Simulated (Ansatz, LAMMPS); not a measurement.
# Electronic structure of amorphous polyisobutylene (as short chains C22H46) at 500 K (136 atoms), part 2 of 2

What does DFT give for amorphous polyisobutylene (as short chains C22H46) at 500 K (136 atoms) as built?

Ansatz 0.2.0; Kohn-Sham DFT, r2SCAN+D3(BJ), PAW (set soft_2), plane waves.

The cell: 44 C and 92 H. The network of contacts between molecules at the start is that of the classical potential that made the cell. The density was typed from a rule of thumb and may lie off the real one at this temperature. The Brillouin zone is sampled at Γ only, in a cell whose shortest periodic width is 11 Å.

So far: The starting structure; The classical run that made the cell; Plane-wave single point.

## (3) Plane-wave single point (continued)

Electrostatic potential energy in the ac plane at fractional y = 0.139, with atoms of C and H within 0.2 Å of it. With pseudopotentials it is smooth inside the atoms' cores, unlike the true potential.

Ten even steps from '0' (-44 eV) to '9' (4 eV), each cell a mean:
```
9998767899999999999999999999999
9997336899999999999999999999999
9864003899888999999999999999999
9514115787412799999999999999999
9878873115100699999999999999999
9999971004534689999999998789999
9999986347888689999999764169999
9999999899999999999998314689999
9999999999999999999998546899999
9999999999999999999973478999999
9999999999998789999751169999999
9999999988999899997236688899999
9999999966999999999789988767899
9999999989999999999999998511699
9999999999999999999999999623689
9999999999999999987789999986259
9999999999999999983138999998579
9999999999999999970006999999999
9999999779999999854247899999999
9999998228999999868889999999999
9999998436899999999999999999999
5578996001568999999998999999998
6457886213317999999983599999998
8778756778889999999986699999999
```
Columns run along a (11.0 Å; values clipped at the 3rd and 97th percentile), rows up along c (11.0 Å). Atoms in or near the plane, at fractional coordinates: C at (0.24, 0.77), C at (0.37, 0.81), C at (0.16, 0.88), C at (0.26, 0.08), H at (0.07, 0.85), H at (0.35, 0.06), H at (0.25, 0.18), C at (0.62, 0.26), H at (0.81, 0.72), H at (0.63, 0.51), H at (0.91, 0.33), H at (0.70, 0.04).

Mean Löwdin charges: C -0.29, H +0.17 e (they miss 1.1 % of the electrons, so they add up to more than the cell's charge). The largest share in the top eV of filled states is C p (76 % of the projected weight), and in the lowest eV of empty states H s (59 % of the projected weight).

## (4) Structure statistics

These statistics describe the geometry on which the runs were made.

Density 0.778 g/cm³, 9.749 Å³ an atom.

Pair distribution functions g(r), in bins of 0.2 Å:

| r (Å) | total | H-H | H-C | C-C |
| --- | --- | --- | --- | --- |
| 0.90 | 0.06 | 0.00 | 0.14 | 0.00 |
| 1.10 | 4.36 | 0.00 | 9.95 | 0.00 |
| 1.30 | 0.00 | 0.00 | 0.00 | 0.00 |
| 1.50 | 1.16 | 0.46 | 0.00 | 9.07 |
| 1.70 | 1.03 | 2.09 | 0.00 | 0.62 |
| 1.90 | 0.52 | 1.07 | 0.07 | 0.00 |
| 2.10 | 1.17 | 0.77 | 1.87 | 0.00 |
| 2.30 | 1.11 | 1.02 | 1.31 | 0.60 |
| 2.50 | 1.33 | 1.02 | 1.09 | 3.70 |
| 2.70 | 1.44 | 0.96 | 1.87 | 1.67 |
| 2.90 | 1.10 | 0.84 | 1.59 | 0.19 |
| 3.10 | 0.76 | 0.75 | 0.77 | 0.78 |
| 3.30 | 0.92 | 0.92 | 0.86 | 1.16 |
| 3.50 | 1.21 | 1.31 | 1.21 | 0.81 |
| 3.70 | 0.93 | 1.43 | 0.55 | 0.28 |
| 3.90 | 0.98 | 1.27 | 0.74 | 0.67 |
| 4.10 | 0.83 | 0.88 | 0.88 | 0.39 |
| 4.30 | 0.99 | 1.04 | 1.04 | 0.58 |
| 4.50 | 0.89 | 0.85 | 0.94 | 0.91 |
| 4.70 | 0.96 | 0.90 | 1.00 | 0.99 |
| 4.90 | 0.96 | 0.98 | 1.00 | 0.66 |
| 5.10 | 0.96 | 1.05 | 0.89 | 0.84 |
| 5.30 | 0.97 | 0.93 | 1.08 | 0.73 |

Bonds by pair of elements; cutoffs follow the first minimum of g(r), held within bounds set by covalent radii, and pairs that aren't listed don't count as bonded:

| pair A-B | cutoff (Å) | bonds | mean length (Å) | spread (Å) | shortest (Å) | B about A | A about B |
| --- | --- | --- | --- | --- | --- | --- | --- |
| H-C | 1.34 | 92 | 1.09 | 0.042 | 0.984 | 1 | 2.09 |
| C-C | 1.85 | 42 | 1.54 | 0.042 | 1.44 | 1.91 | 1.91 |

How many atoms have how many bonded neighbours:

| element | mean | 1 | 4 |
| --- | --- | --- | --- |
| C | 4 | 0 | 44 |
| H | 1 | 92 | 0 |

Bond angles, per cent of each kind in bins of 5°:

| angle (°) | C-C-H | H-C-H | C-C-C |
| --- | --- | --- | --- |
| 85–90 | 0.0 | 1.2 | 0.0 |
| 90–95 | 0.0 | 2.4 | 1.4 |
| 95–100 | 3.6 | 14.6 | 1.4 |
| 100–105 | 12.5 | 18.3 | 17.1 |
| 105–110 | 30.4 | 30.5 | 27.1 |
| 110–115 | 33.0 | 26.8 | 25.7 |
| 115–120 | 17.9 | 6.1 | 15.7 |
| 120–125 | 2.7 | 0.0 | 10.0 |
| 125–130 | 0.0 | 0.0 | 1.4 |

Bond angles (no mean is given where the spread exceeds 20°):

| angle | count | mean (°) | spread (°) |
| --- | --- | --- | --- |
| C-C-H | 112 | 110 | 5.3 |
| H-C-H | 82 | 106 | 6.3 |
| C-C-C | 70 | 111 | 6.8 |

Counting bonds as in the table, all C atoms have 4 and all H atoms have 1 bonded neighbour. The C-C-H angle averages 110° with a spread of 5°.

Local excerpt of 15 atoms (numbers count through the whole input) about H47, which bears the longest force; x, y, z are measured from there.

| atom | x | y | z | distance (Å) | bonds | Löwdin charge (e) | Fx | Fy | Fz (eV/Å) |
| --- | --- | --- | --- | --- | --- | --- | --- | --- | --- |
| H47 | 0.00 | 0.00 | 0.00 | 0.00 | 1 | 0.21 | 2.90 | -3.46 | 1.46 |
| C13 | -0.67 | 0.70 | -0.18 | 0.98 | 4 | -0.48 | -2.42 | 3.17 | -1.16 |
| H49 | -0.07 | 1.44 | -0.68 | 1.59 | 1 | 0.18 | 0.02 | 0.65 | -0.07 |
| H48 | -1.14 | 1.11 | 0.74 | 1.75 | 1 | 0.16 | 0.72 | -0.15 | -0.81 |
| C11 | -1.75 | 0.15 | -1.13 | 2.09 | 4 | 0.10 | -1.04 | 2.18 | 0.73 |
| H55 | -0.67 | -1.13 | 1.72 | 2.16 | 1 | 0.18 | 1.14 | 1.71 | 1.04 |
| H57 | -0.33 | -2.14 | 0.31 | 2.19 | 1 | 0.17 | 0.44 | 0.35 | -0.09 |
| H46 | -0.40 | -1.34 | -1.76 | 2.25 | 1 | 0.15 | 0.04 | 0.23 | -0.64 |
| C17 | -1.00 | -1.92 | 1.14 | 2.44 | 4 | -0.46 | 1.32 | -1.39 | -0.38 |
| H91 | 2.33 | -1.00 | 0.25 | 2.55 | 1 | 0.18 | 0.69 | -0.35 | -0.14 |
| C12 | -1.20 | -0.73 | -2.21 | 2.62 | 4 | -0.46 | 0.07 | -1.80 | 0.55 |
| C14 | -2.79 | -0.46 | -0.15 | 2.83 | 4 | -0.27 | 0.77 | -0.39 | 0.92 |
| H50 | -2.83 | 0.31 | 0.63 | 2.92 | 1 | 0.16 | -0.79 | -0.03 | -0.50 |
| H63 | -1.73 | 0.31 | 2.47 | 3.03 | 1 | 0.15 | -0.86 | 0.53 | 1.43 |
| C15 | -2.37 | -1.77 | 0.70 | 3.04 | 4 | 0.09 | -2.09 | 0.47 | -1.52 |

The column of bonds counts only the pairs H-C within 1.34 Å, C-C within 1.85 Å; other neighbours, such as metal atoms beside each other in a compound, aren't counted, and periodic images can show an atom twice.

## (5) Outcome

```
free energy per atom                             : -92.3255 eV/atom
pressure                                         : 1.251 GPa
r.m.s. force component                           : 1.09 eV/Å
gap (highest filled to lowest empty level) : 5.298 eV
wall time of the 1 DFT run                       : 19 s
```

In words: The highest filled and lowest empty levels differ by 5.30 eV (at Γ alone); a semilocal functional tends to put such gaps too low. In a disordered cell it changes from sample to sample, and tail or defect levels can set it. Counting bonds as in the table, all C atoms have 4 and all H atoms have 1 bonded neighbour.

**Limits.** The force components of 1.1 eV/Å r.m.s. come partly from thermal motion and partly from the difference between the classical potential and DFT, above all in bond lengths inside molecules. The pressure of a single frame lacks the kinetic term.

[Logs are printed without paths, hosts, clocks, repeated set-up lines and the standing remarks that a program may print on its own settings, such as how far it seeks lower states.]

[Hosts, paths, dates, database ids (printed as entryN), source tags and the programs' standing remarks are cut or masked in the printed files.]
